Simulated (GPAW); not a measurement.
**MgNi3C (Pm-3m): the Mg K absorption edge**

How does the Mg K edge of MgNi3C (Pm-3m) move when the bonds are compressed or stretched?

Calculated with GPAW 26.7.0; X-ray absorption from dipole matrix elements to empty bands, plane-wave PAW LDA.

Report form: the programs' logs are mostly left out.

**1. Starting point**

The structure is cubic, space group Pm-3m (No. 221). The conventional cell has a = 3.809 Å, b = 3.809 Å, c = 3.809 Å, α = 90.00°, β = 90.00°, γ = 90.00°. Nearest to Ni lie 2 C at 1.90 Å and 8 Ni at 2.69 Å and 4 Mg at 2.69 Å. Nearest to Mg lie 12 Ni at 2.69 Å. Nearest to C lie 6 Ni at 1.90 Å. Farther neighbours are not listed.

Coordinates:

```cif
data_structure
_symmetry_space_group_name_H-M 'Pm-3m'
_symmetry_Int_Tables_number 221
_cell_length_a 3.8089
_cell_length_b 3.8089
_cell_length_c 3.8089
_cell_angle_alpha 90.000
_cell_angle_beta 90.000
_cell_angle_gamma 90.000
_cell_volume 55.26
loop_
_atom_site_label
_atom_site_type_symbol
_atom_site_symmetry_multiplicity
_atom_site_Wyckoff_symbol
_atom_site_fract_x
_atom_site_fract_y
_atom_site_fract_z
_atom_site_occupancy
Ni1 Ni 3 c 0.50000 0.50000 0.00000 1
Mg1 Mg 1 a 0.00000 0.00000 0.00000 1
C1 C 1 b 0.50000 0.50000 0.50000 1
```

**2. The field without a hole**

A plain self-consistent run shows whether there is a gap and which moments survive; both decide the set-up of the core-hole run.

Input file scf.py:

```python
import numpy as np
from ase import Atoms
from ase.parallel import parprint, paropen
from gpaw import GPAW, PW, FermiDirac, Mixer, MixerDif, setup_paths
from gpaw.test import gen
setup_paths.insert(0, '.')
gen('Mg', name='nch1s', xcname='LDA', corehole=(1, 0, 0), write_xml=True)
from gpaw.mpi import world
world.barrier()

atoms = Atoms('Ni3MgC',
    cell=[[3.8089, 0, 0],
     [0, 3.8089, 0],
     [0, 0, 3.8089]],
    scaled_positions=[[0.5, 0.5, 0],
     [0.5, 0, 0.5],
     [0, 0.5, 0.5],
     [0, 0, 0],
     [0.5, 0.5, 0.5]],
    magmoms=[2.0, 2.0, 2.0, 0.0, 0.0],
    pbc=True)
atoms.calc = calc = GPAW(legacy_gpaw=True, mode=PW(430), xc='LDA', setups={3: 'nch1s'},
    kpts={'size': (7, 7, 7), 'gamma': True}, occupations=FermiDirac(0.05),
    charge=0, mixer=MixerDif(0.05, 8, 50), maxiter=150,
    convergence={'density': 0.0001}, txt='scf.txt')
energy = atoms.get_potential_energy() + calc.get_reference_energy()
ef = calc.get_fermi_level()
out = dict(energy=energy, fermi=ef, forces=atoms.get_forces().tolist(), magmoms=atoms.get_magnetic_moments().tolist())
parprint(f'all-electron energy {energy:.4f} eV, Fermi level {ef:.4f} eV')
ev = np.array([[calc.get_eigenvalues(k, s) for k in range(len(calc.get_ibz_k_points()))] for s in range(calc.get_number_of_spins())])
out['homo'], out['lumo'], out['counts'] = ev[ev < ef].max(), ev[ev > ef].min(), sorted(set((ev < ef).sum((0, 2)).tolist()))
out['filled'] = (ev[:, 0] < ef).sum(1).tolist()
import json
with paropen('out.json', 'w') as f:
    json.dump(out, f)
```

Run with:

```console
$ OMP_NUM_THREADS=1 mpirun -n 2 gpaw python scf.py
```

Wall time 24 s (2 MPI ranks of Arm Neoverse V1, shared host); peak memory 0.25 GiB.

The mesh shows no gap, so the system is treated as a metal and the core electron is put at the Fermi level (neutral cell).

**3. Supercell without a hole, the energy reference**

The photon energy needs a difference of total energies, so the cell and mesh of the coming hole run are first run without a hole.

scf.py: that of step 2 with these lines changed.

```diff
@@ -10,15 +10,20 @@
 
-atoms = Atoms('Ni3MgC',
-    cell=[[3.8089, 0, 0],
-     [0, 3.8089, 0],
-     [0, 0, 3.8089]],
-    scaled_positions=[[0.5, 0.5, 0],
+atoms = Atoms('Ni6Mg2C2',
+    cell=[[3.8089, 0, 3.8089],
+     [0, 3.8089, 3.8089],
+     [-3.8089, 0, 3.8089]],
+    scaled_positions=[[0, 0.5, 0.5],
+     [0.5, 0.5, 0],
+     [0.5, 0, 0],
+     [0, 0, 0.5],
+     [0, 0.5, 0],
+     [0.5, 0.5, 0.5],
+     [0, 0, 0],
      [0.5, 0, 0.5],
-     [0, 0.5, 0.5],
-     [0, 0, 0],
-     [0.5, 0.5, 0.5]],
-    magmoms=[2.0, 2.0, 2.0, 0.0, 0.0],
+     [0.25, 0.5, 0.75],
+     [0.75, 0.5, 0.25]],
+    magmoms=[2.0, 2.0, 2.0, 2.0, 2.0, 2.0, 0.0, 0.0, 0.0, 0.0],
     pbc=True)
-atoms.calc = calc = GPAW(legacy_gpaw=True, mode=PW(430), xc='LDA', setups={3: 'nch1s'},
-    kpts={'size': (7, 7, 7), 'gamma': True}, occupations=FermiDirac(0.05),
+atoms.calc = calc = GPAW(legacy_gpaw=True, mode=PW(430), xc='LDA', setups={6: 'nch1s'},
+    kpts={'size': (6, 6, 6), 'gamma': True}, occupations=FermiDirac(0.1),
     charge=0, mixer=MixerDif(0.05, 8, 50), maxiter=150,
```

Elapsed: 2 min, on 2 MPI ranks; peak memory 0.43 GiB.

Reference energy: -260771.683 eV with the cores included.

**4. Spectrum with XCH, Mg atom 4**

The holes are 5.4 Å apart. In GPAW the data set carries the hole's charge, so charge=0 means a charged cell and charge=-1 a neutral one. The excited electron is kept in the cell, where it fills the lowest empty states and screens the hole. After the field has converged, empty bands are computed with the density fixed and the dipole matrix elements are summed.

The absorber has 12 Ni at 2.69 Å (cuboctahedral, site symmetry m-3m).

Input file xas.py:

```python
import numpy as np
from ase import Atoms
from ase.parallel import parprint, paropen
from gpaw import GPAW, PW, FermiDirac, Mixer, MixerDif, setup_paths
from gpaw.test import gen
setup_paths.insert(0, '.')
gen('Mg', name='fch1s', xcname='LDA', corehole=(1, 0, 1), write_xml=True)
from gpaw.mpi import world
world.barrier()

atoms = Atoms('Ni6Mg2C2',
    cell=[[3.8089, 0, 3.8089],
     [0, 3.8089, 3.8089],
     [-3.8089, 0, 3.8089]],
    scaled_positions=[[0, 0.5, 0.5],
     [0.5, 0.5, 0],
     [0.5, 0, 0],
     [0, 0, 0.5],
     [0, 0.5, 0],
     [0.5, 0.5, 0.5],
     [0, 0, 0],
     [0.5, 0, 0.5],
     [0.25, 0.5, 0.75],
     [0.75, 0.5, 0.25]],
    magmoms=[2.0, 2.0, 2.0, 2.0, 2.0, 2.0, 0.0, 0.0, 0.0, 0.0],
    pbc=True)
atoms.calc = calc = GPAW(legacy_gpaw=True, mode=PW(430), xc='LDA', setups={6: 'fch1s'},
    kpts={'size': (6, 6, 6), 'gamma': True}, occupations=FermiDirac(0.1),
    charge=-1, mixer=MixerDif(0.05, 8, 50), maxiter=150,
    convergence={'density': 0.0001}, txt='scf.txt')
energy = atoms.get_potential_energy() + calc.get_reference_energy()
ef = calc.get_fermi_level()
out = dict(energy=energy, fermi=ef, forces=atoms.get_forces().tolist(), magmoms=atoms.get_magnetic_moments().tolist())
parprint(f'all-electron energy {energy:.4f} eV, Fermi level {ef:.4f} eV')
ev = np.array([[calc.get_eigenvalues(k, s) for k in range(len(calc.get_ibz_k_points()))] for s in range(calc.get_number_of_spins())])
out['homo'], out['lumo'], out['counts'] = ev[ev < ef].max(), ev[ev > ef].min(), sorted(set((ev < ef).sum((0, 2)).tolist()))
out['filled'] = (ev[:, 0] < ef).sum(1).tolist()

from ase.units import Ha
from gpaw.xas import dipole_matrix_elements
nb = int(calc.get_number_of_electrons() / 2) + 99
top, nb = nb, nb + 8 + nb // 12
nscf = calc.fixed_density(kpts={'size': (7, 7, 7), 'gamma': True}, nbands=nb,
    convergence={'bands': top, 'eigenstates': 1e-5}, maxiter=60, txt='nscf.txt')
cell = atoms.cell.array
ops = [cell.T @ U.T @ np.linalg.inv(cell.T) for U in nscf.wfs.kd.symmetry.op_scc]
E = np.arange(-6, 34, 0.1)
fwhm = np.interp(E, [4, 25], [0.9, 3.5])
Y, X, zero, highest = 0, 0, 1e9, 1e9
for spin in range(nscf.get_number_of_spins()):
    wfs = nscf.wfs
    A = dipole_matrix_elements(wfs.setups[6])
    eps = np.zeros((wfs.kd.nibzkpts, nb))
    d = np.zeros((3, A.shape[1], wfs.kd.nibzkpts, nb), complex)
    for kpt in wfs.kpt_u:
        if kpt.s == spin and 6 in kpt.P_ani:
            eps[kpt.k] = kpt.eps_n * Ha
            d[:, :, kpt.k] = (kpt.weight * wfs.nspins / 2) ** 0.5 * np.inner(A, kpt.P_ani[6])
    world.sum(eps)
    world.sum(d)
    T = np.einsum('amkn,bmkn->abkn', d, d.conj()).real
    T = sum(np.einsum('ai,ijkn,bj->abkn', R, T, R) for R in ops) / len(ops)
    empty = eps > ef
    zero, highest = min(zero, eps[empty].min()), min(highest, eps[:, top - 1].min())
    lines = [(eps, T, empty)] if spin == 0 else lines + [(eps, T, empty)]
for eps, T, empty in lines:
    f = np.einsum('aakn->akn', T).reshape(3, -1)
    x = eps.ravel() - zero
    w = np.interp(x, E, fwhm) / 2.35482
    g = np.exp(-0.5 * ((E[:, None] - x) / w) ** 2) / (w * (2 * np.pi) ** 0.5)
    Y = Y + (f * empty.ravel()) @ g.T
    X = X + (f * ~empty.ravel()) @ g.T
out.update(E=E.round(2).tolist(), xas=Y.tolist(), xes=X.tolist(), zero=zero, valid=highest - zero, nk=len(eps), nb=nb)
for i in range(0, len(E), 10):
    parprint(f'{E[i]:7.2f}', *(f'{v:10.3e}' for v in Y[:, i]))
import json
with paropen('out.json', 'w') as f:
    json.dump(out, f)
```

Run with:

```console
$ OMP_NUM_THREADS=1 mpirun -n 2 gpaw python xas.py
```

Run time: 6 min. Hardware: 2 MPI ranks; peak memory 0.62 GiB; 12 min of CPU time.

The Mg K spectrum, Mg atom 4, excited-electron core hole (neutral cell) (energy from the lowest empty level; intensity scaled to a mean of 1 over the first 20 eV):

| E (eV) | intensity |
| --- | --- |
| -2.0 | 0.00 |
| -1.0 | 0.00 |
| 0.0 | 0.11 |
| 1.0 | 0.19 |
| 2.0 | 0.59 |
| 3.0 | 1.47 |
| 4.0 | 1.99 |
| 5.0 | 1.19 |
| 6.0 | 0.89 |
| 7.0 | 0.53 |
| 8.0 | 0.55 |
| 9.0 | 0.72 |
| 10.0 | 0.76 |
| 11.0 | 0.74 |
| 12.0 | 0.79 |
| 13.0 | 0.91 |
| 14.0 | 1.24 |
| 15.0 | 1.65 |
| 16.0 | 1.76 |
| 17.0 | 1.44 |
| 18.0 | 1.09 |
| 19.0 | 0.95 |
| 20.0 | 0.82 |
| 21.0 | 0.67 |
| 22.0 | 0.59 |
| 23.0 | 0.55 |
| 24.0 | 0.50 |
| 25.0 | 0.44 |
| 26.0 | 0.39 |
| 27.0 | 0.37 |
| 28.0 | 0.36 |
| 29.0 | 0.35 |
| 30.0 | 0.32 |
| 31.0 | 0.33 |
| 32.0 | 0.42 |

Main maxima below 24 eV (height): 3.7 eV (2.09), 9.6 eV (0.78) and 15.7 eV (1.78). A K edge sees empty p states on the absorber.

The total-energy difference is 1293.95 eV. The tabulated edge of the element is 1303 eV. The functional leaves an error in such absolute values: in the free atom LDA prices this hole 6.5 eV below PBE (computed apart), and PBE is itself good to a few eV.

**5. Reference energy of the supercell**

The cell changes for the next run, so it gets a reference energy of its own.

The cell differs from the one that the last finished run ended in (a 5.387 → 5.332 Å, b 5.387 → 5.332 Å, c 5.387 → 5.332 Å).

scf.py: that of step 3 with these lines changed.

```diff
@@ -11,5 +11,5 @@
 atoms = Atoms('Ni6Mg2C2',
-    cell=[[3.8089, 0, 3.8089],
-     [0, 3.8089, 3.8089],
-     [-3.8089, 0, 3.8089]],
+    cell=[[3.77042363, 0, 3.77042363],
+     [0, 3.77042363, 3.77042363],
+     [-3.77042363, 0, 3.77042363]],
     scaled_positions=[[0, 0.5, 0.5],
```

Run with:

```console
$ OMP_NUM_THREADS=1 mpirun -n 2 gpaw python scf.py
```

Run time: 2 min. Hardware: 2 MPI ranks; peak memory 0.43 GiB; 3.9 min of CPU time.

Reference energy: -260771.837 eV with the cores included.

**6. Spectrum with XCH, Mg atom 4**

Shorter bonds are expected to push antibonding states and scattering resonances up, and longer ones down; the cell is scaled to test that.

Changed against the first core-hole run: volume scale from 1 to 0.97.

xas.py: that of step 4 with these lines changed.

```diff
@@ -11,5 +11,5 @@
 atoms = Atoms('Ni6Mg2C2',
-    cell=[[3.8089, 0, 3.8089],
-     [0, 3.8089, 3.8089],
-     [-3.8089, 0, 3.8089]],
+    cell=[[3.77042363, 0, 3.77042363],
+     [0, 3.77042363, 3.77042363],
+     [-3.77042363, 0, 3.77042363]],
     scaled_positions=[[0, 0.5, 0.5],
@@ -40,3 +40,3 @@
 from gpaw.xas import dipole_matrix_elements
-nb = int(calc.get_number_of_electrons() / 2) + 99
+nb = int(calc.get_number_of_electrons() / 2) + 97
 top, nb = nb, nb + 8 + nb // 12
```

Run with:

```console
$ OMP_NUM_THREADS=1 mpirun -n 2 gpaw python xas.py
```

Wall time 6 min (2 MPI ranks); peak memory 0.68 GiB.

| E (eV) | first run | this run |
| --- | --- | --- |
| -2.0 | 0.00 | 0.00 |
| -1.0 | 0.00 | 0.00 |
| 0.0 | 0.11 | 0.11 |
| 1.0 | 0.19 | 0.19 |
| 2.0 | 0.59 | 0.55 |
| 3.0 | 1.47 | 1.34 |
| 4.0 | 1.99 | 2.10 |
| 5.0 | 1.19 | 1.24 |
| 6.0 | 0.89 | 0.92 |
| 7.0 | 0.53 | 0.59 |
| 8.0 | 0.55 | 0.54 |
| 9.0 | 0.72 | 0.69 |
| 10.0 | 0.76 | 0.77 |
| 11.0 | 0.74 | 0.72 |
| 12.0 | 0.79 | 0.75 |
| 13.0 | 0.91 | 0.83 |
| 14.0 | 1.24 | 1.09 |
| 15.0 | 1.65 | 1.49 |
| 16.0 | 1.76 | 1.76 |
| 17.0 | 1.44 | 1.59 |
| 18.0 | 1.09 | 1.23 |
| 19.0 | 0.95 | 1.02 |
| 20.0 | 0.82 | 0.89 |
| 21.0 | 0.67 | 0.75 |
| 22.0 | 0.59 | 0.64 |
| 23.0 | 0.55 | 0.59 |
| 24.0 | 0.50 | 0.54 |
| 25.0 | 0.44 | 0.48 |
| 26.0 | 0.39 | 0.42 |
| 27.0 | 0.37 | 0.38 |
| 28.0 | 0.36 | 0.36 |
| 29.0 | 0.35 | 0.35 |
| 30.0 | 0.32 | 0.33 |
| 31.0 | 0.33 | 0.31 |
| 32.0 | 0.42 | 0.34 |

Against the first run the r.m.s. difference is 8 %. The highest intensity below 16 eV goes from 3.7 eV (2.09) to 3.8 eV (2.14).

The photon energy of the zero moves by -0.07 eV.

**7. Supercell without a hole, the energy reference**

The cell differs from the one that the last finished run ended in (a 5.332 → 5.492 Å, b 5.332 → 5.492 Å, c 5.332 → 5.492 Å).

scf.py: that of step 5 with these lines changed.

```diff
@@ -11,5 +11,5 @@
 atoms = Atoms('Ni6Mg2C2',
-    cell=[[3.77042363, 0, 3.77042363],
-     [0, 3.77042363, 3.77042363],
-     [-3.77042363, 0, 3.77042363]],
+    cell=[[3.88360328, 0, 3.88360328],
+     [0, 3.88360328, 3.88360328],
+     [-3.88360328, 0, 3.88360328]],
     scaled_positions=[[0, 0.5, 0.5],
```

Run with:

```console
$ OMP_NUM_THREADS=1 mpirun -n 2 gpaw python scf.py
```

Run time: 2.8 min. Hardware: 2 MPI ranks; peak memory 0.42 GiB; 5.6 min of CPU time.

Reference energy: -260771.083 eV with the cores included.

**8. Spectrum with XCH, Mg atom 4**

Changed against the first core-hole run: volume scale from 1 to 1.06.

xas.py: that of step 6 with these lines changed.

```diff
@@ -11,5 +11,5 @@
 atoms = Atoms('Ni6Mg2C2',
-    cell=[[3.77042363, 0, 3.77042363],
-     [0, 3.77042363, 3.77042363],
-     [-3.77042363, 0, 3.77042363]],
+    cell=[[3.88360328, 0, 3.88360328],
+     [0, 3.88360328, 3.88360328],
+     [-3.88360328, 0, 3.88360328]],
     scaled_positions=[[0, 0.5, 0.5],
@@ -40,3 +40,3 @@
 from gpaw.xas import dipole_matrix_elements
-nb = int(calc.get_number_of_electrons() / 2) + 97
+nb = int(calc.get_number_of_electrons() / 2) + 103
 top, nb = nb, nb + 8 + nb // 12
```

Run with:

```console
$ OMP_NUM_THREADS=1 mpirun -n 2 gpaw python xas.py
```

The job ended after 6.7 min (2 MPI ranks; peak memory 0.67 GiB).

| E (eV) | first run | this run |
| --- | --- | --- |
| -2.0 | 0.00 | 0.00 |
| -1.0 | 0.00 | 0.00 |
| 0.0 | 0.11 | 0.10 |
| 1.0 | 0.19 | 0.21 |
| 2.0 | 0.59 | 0.68 |
| 3.0 | 1.47 | 1.72 |
| 4.0 | 1.99 | 1.76 |
| 5.0 | 1.19 | 1.13 |
| 6.0 | 0.89 | 0.79 |
| 7.0 | 0.53 | 0.46 |
| 8.0 | 0.55 | 0.61 |
| 9.0 | 0.72 | 0.77 |
| 10.0 | 0.76 | 0.75 |
| 11.0 | 0.74 | 0.80 |
| 12.0 | 0.79 | 0.90 |
| 13.0 | 0.91 | 1.15 |
| 14.0 | 1.24 | 1.57 |
| 15.0 | 1.65 | 1.81 |
| 16.0 | 1.76 | 1.54 |
| 17.0 | 1.44 | 1.11 |
| 18.0 | 1.09 | 0.93 |
| 19.0 | 0.95 | 0.82 |
| 20.0 | 0.82 | 0.66 |
| 21.0 | 0.67 | 0.56 |
| 22.0 | 0.59 | 0.52 |
| 23.0 | 0.55 | 0.48 |
| 24.0 | 0.50 | 0.43 |
| 25.0 | 0.44 | 0.39 |
| 26.0 | 0.39 | 0.37 |
| 27.0 | 0.37 | 0.37 |
| 28.0 | 0.36 | 0.36 |
| 29.0 | 0.35 | 0.34 |
| 30.0 | 0.32 | 0.36 |
| 31.0 | 0.33 | 0.47 |
| 32.0 | 0.42 | 0.66 |

The scaled spectrum changes by 15 % r.m.s. A shift of -0.4 eV leaves 10 %. The highest intensity below 16 eV goes from 3.7 eV (2.09) to 3.5 eV (2.02).

The photon energy of the zero moves by +0.15 eV.

**9. Supercell without a hole, the energy reference**

The cell differs from the one that the last finished run ended in (a 5.492 → 5.544 Å, b 5.492 → 5.544 Å, c 5.492 → 5.544 Å).

scf.py: that of step 7 with these lines changed.

```diff
@@ -11,5 +11,5 @@
 atoms = Atoms('Ni6Mg2C2',
-    cell=[[3.88360328, 0, 3.88360328],
-     [0, 3.88360328, 3.88360328],
-     [-3.88360328, 0, 3.88360328]],
+    cell=[[3.91990074, 0, 3.91990074],
+     [0, 3.91990074, 3.91990074],
+     [-3.91990074, 0, 3.91990074]],
     scaled_positions=[[0, 0.5, 0.5],
```

Run with:

```console
$ OMP_NUM_THREADS=1 mpirun -n 2 gpaw python scf.py
```

Elapsed: 2.5 min, on 2 MPI ranks; peak memory 0.42 GiB.

Reference energy: -260770.671 eV with the cores included.

**10. Spectrum with XCH, Mg atom 4**

Changed against the first core-hole run: volume scale from 1 to 1.09.

xas.py: that of step 8 with these lines changed.

```diff
@@ -11,5 +11,5 @@
 atoms = Atoms('Ni6Mg2C2',
-    cell=[[3.88360328, 0, 3.88360328],
-     [0, 3.88360328, 3.88360328],
-     [-3.88360328, 0, 3.88360328]],
+    cell=[[3.91990074, 0, 3.91990074],
+     [0, 3.91990074, 3.91990074],
+     [-3.91990074, 0, 3.91990074]],
     scaled_positions=[[0, 0.5, 0.5],
@@ -40,3 +40,3 @@
 from gpaw.xas import dipole_matrix_elements
-nb = int(calc.get_number_of_electrons() / 2) + 103
+nb = int(calc.get_number_of_electrons() / 2) + 105
 top, nb = nb, nb + 8 + nb // 12
```

Run with:

```console
$ OMP_NUM_THREADS=1 mpirun -n 2 gpaw python xas.py
```

It took 7 min on 2 MPI ranks; peak memory 0.67 GiB.

| E (eV) | first run | this run |
| --- | --- | --- |
| -2.0 | 0.00 | 0.00 |
| -1.0 | 0.00 | 0.00 |
| 0.0 | 0.11 | 0.11 |
| 1.0 | 0.19 | 0.22 |
| 2.0 | 0.59 | 0.73 |
| 3.0 | 1.47 | 1.81 |
| 4.0 | 1.99 | 1.67 |
| 5.0 | 1.19 | 1.12 |
| 6.0 | 0.89 | 0.73 |
| 7.0 | 0.53 | 0.45 |
| 8.0 | 0.55 | 0.64 |
| 9.0 | 0.72 | 0.79 |
| 10.0 | 0.76 | 0.76 |
| 11.0 | 0.74 | 0.85 |
| 12.0 | 0.79 | 0.98 |
| 13.0 | 0.91 | 1.29 |
| 14.0 | 1.24 | 1.71 |
| 15.0 | 1.65 | 1.78 |
| 16.0 | 1.76 | 1.37 |
| 17.0 | 1.44 | 1.00 |
| 18.0 | 1.09 | 0.89 |
| 19.0 | 0.95 | 0.75 |
| 20.0 | 0.82 | 0.60 |
| 21.0 | 0.67 | 0.53 |
| 22.0 | 0.59 | 0.50 |
| 23.0 | 0.55 | 0.45 |
| 24.0 | 0.50 | 0.41 |
| 25.0 | 0.44 | 0.38 |
| 26.0 | 0.39 | 0.37 |
| 27.0 | 0.37 | 0.37 |
| 28.0 | 0.36 | 0.36 |
| 29.0 | 0.35 | 0.36 |
| 30.0 | 0.32 | 0.43 |
| 31.0 | 0.33 | 0.58 |
| 32.0 | 0.42 | 0.79 |

Against the first run the r.m.s. difference is 21 %. A shift of -0.4 eV leaves 14 %. The highest intensity below 16 eV goes from 3.7 eV (2.09) to 3.4 eV (1.99).

The photon energy of the zero moves by +0.22 eV.

**11. The volumes side by side**

| volume | nearest distance (Å) | shift of the zero (eV) | maximum 1 (eV above own zero) | maximum 2 (eV above own zero) |
| --- | --- | --- | --- | --- |
| 0.97 | 2.666 | -0.07 | 3.8 | 16.1 |
| 1 | 2.693 | +0.00 | 3.7 | 15.7 |
| 1.06 | 2.746 | +0.15 | 3.5 | 15.0 |
| 1.09 | 2.772 | +0.22 | 3.4 | 14.6 |

The curves, each shifted by its zero's change so that they share one photon-energy axis, counted from the zero at V × 1:

| E (eV) | V × 0.97 | V × 1 | V × 1.06 | V × 1.09 |
| --- | --- | --- | --- | --- |
| -2.0 | 0.00 | 0.00 | 0.00 | 0.00 |
| -1.0 | 0.00 | 0.00 | 0.00 | 0.00 |
| 0.0 | 0.13 | 0.11 | 0.07 | 0.07 |
| 1.0 | 0.20 | 0.19 | 0.18 | 0.18 |
| 2.0 | 0.59 | 0.59 | 0.59 | 0.59 |
| 3.0 | 1.43 | 1.47 | 1.56 | 1.59 |
| 4.0 | 2.05 | 1.99 | 1.88 | 1.84 |
| 5.0 | 1.20 | 1.19 | 1.19 | 1.20 |
| 6.0 | 0.90 | 0.89 | 0.85 | 0.84 |
| 7.0 | 0.57 | 0.53 | 0.48 | 0.46 |
| 8.0 | 0.55 | 0.55 | 0.58 | 0.59 |
| 9.0 | 0.70 | 0.72 | 0.76 | 0.77 |
| 10.0 | 0.77 | 0.76 | 0.76 | 0.76 |
| 11.0 | 0.72 | 0.74 | 0.79 | 0.82 |
| 12.0 | 0.76 | 0.79 | 0.88 | 0.94 |
| 13.0 | 0.84 | 0.91 | 1.10 | 1.20 |
| 14.0 | 1.12 | 1.24 | 1.51 | 1.63 |
| 15.0 | 1.52 | 1.65 | 1.80 | 1.82 |
| 16.0 | 1.76 | 1.76 | 1.60 | 1.48 |
| 17.0 | 1.57 | 1.44 | 1.16 | 1.05 |
| 18.0 | 1.21 | 1.09 | 0.95 | 0.91 |
| 19.0 | 1.01 | 0.95 | 0.84 | 0.79 |
| 20.0 | 0.88 | 0.82 | 0.68 | 0.62 |
| 21.0 | 0.74 | 0.67 | 0.57 | 0.54 |
| 22.0 | 0.64 | 0.59 | 0.53 | 0.50 |
| 23.0 | 0.59 | 0.55 | 0.49 | 0.46 |
| 24.0 | 0.54 | 0.50 | 0.44 | 0.42 |
| 25.0 | 0.48 | 0.44 | 0.40 | 0.39 |
| 26.0 | 0.42 | 0.39 | 0.37 | 0.37 |
| 27.0 | 0.38 | 0.37 | 0.37 | 0.37 |
| 28.0 | 0.36 | 0.36 | 0.36 | 0.36 |
| 29.0 | 0.35 | 0.35 | 0.34 | 0.35 |
| 30.0 | 0.33 | 0.32 | 0.36 | 0.40 |
| 31.0 | 0.31 | 0.33 | 0.45 | 0.54 |
| 32.0 | 0.35 | 0.42 | 0.63 | 0.74 |

**12. Results**

| Item | Value |
| --- | --- |
| absorber and edge | Mg K, atom 4 of the ground-state input (counted from 1) |
| surroundings | 12 Ni at 2.69 Å (cuboctahedral, site symmetry m-3m) |
| highest intensity below 16 eV | 3.7 eV above the zero, height 2.09 |
| photon energy of the zero (spin-polarised hole, raw) | 1294.0 eV (LDA puts this hole about 6 eV below PBE, itself good to a few eV) |

What this shows: From V × 0.97 to V × 1.09 the nearest distance grows by 0.106 Å and the zero moves by +0.29 eV. Above their own zero, the maxima move from 3.8 to 3.4 eV and from 16.1 to 14.6 eV. The one highest in energy moves most, in the direction that the rule ΔE·R² ≈ constant for scattering resonances gives. The Mg K edge of atom 4, with 12 Ni at 2.69 Å (cuboctahedral, site symmetry m-3m), has its highest intensity of the first 16 eV at 3.7 eV above the zero, near 1298 eV in photon energy (LDA puts this hole about 6 eV below PBE, itself good to a few eV), 2.1 times the mean level of the first 20 eV (Gaussian full width 0.9 eV up to 4 eV, rising linearly to 3.5 eV at 25 eV). The hole lies in one spin channel, while the script sums the empty states of both and takes the lower zero; where the two channels are split, this blurs and shifts the curve. The starting moments shrank to 0.00 μB or less, so this is hardly a magnetic state. The holes are only 5.4 Å apart, so the shape is probably not converged with cell size; no larger cell was run here. The mesh is coarse (0.24 Å⁻¹ between points), so small maxima may be mesh ripples. The structure is a published determination, not relaxed.

[Logs are printed without paths, hosts, clocks, repeated set-up lines and the standing remarks that a program may print on its own settings, such as how far it seeks lower states.]

[Hosts, paths, dates, database ids (printed as entryN), source tags and the programs' standing remarks are cut or masked in the printed files.]

[Lists of maxima count a maximum above −3 eV only where it reaches 4 % of the highest in the window and stands out from its surroundings by 2 % of it (1.5 % where it reaches 55 %); shoulders and weaker maxima are passed over, and of the rest the first, up to two pre-edge ones and the few strongest are named.]
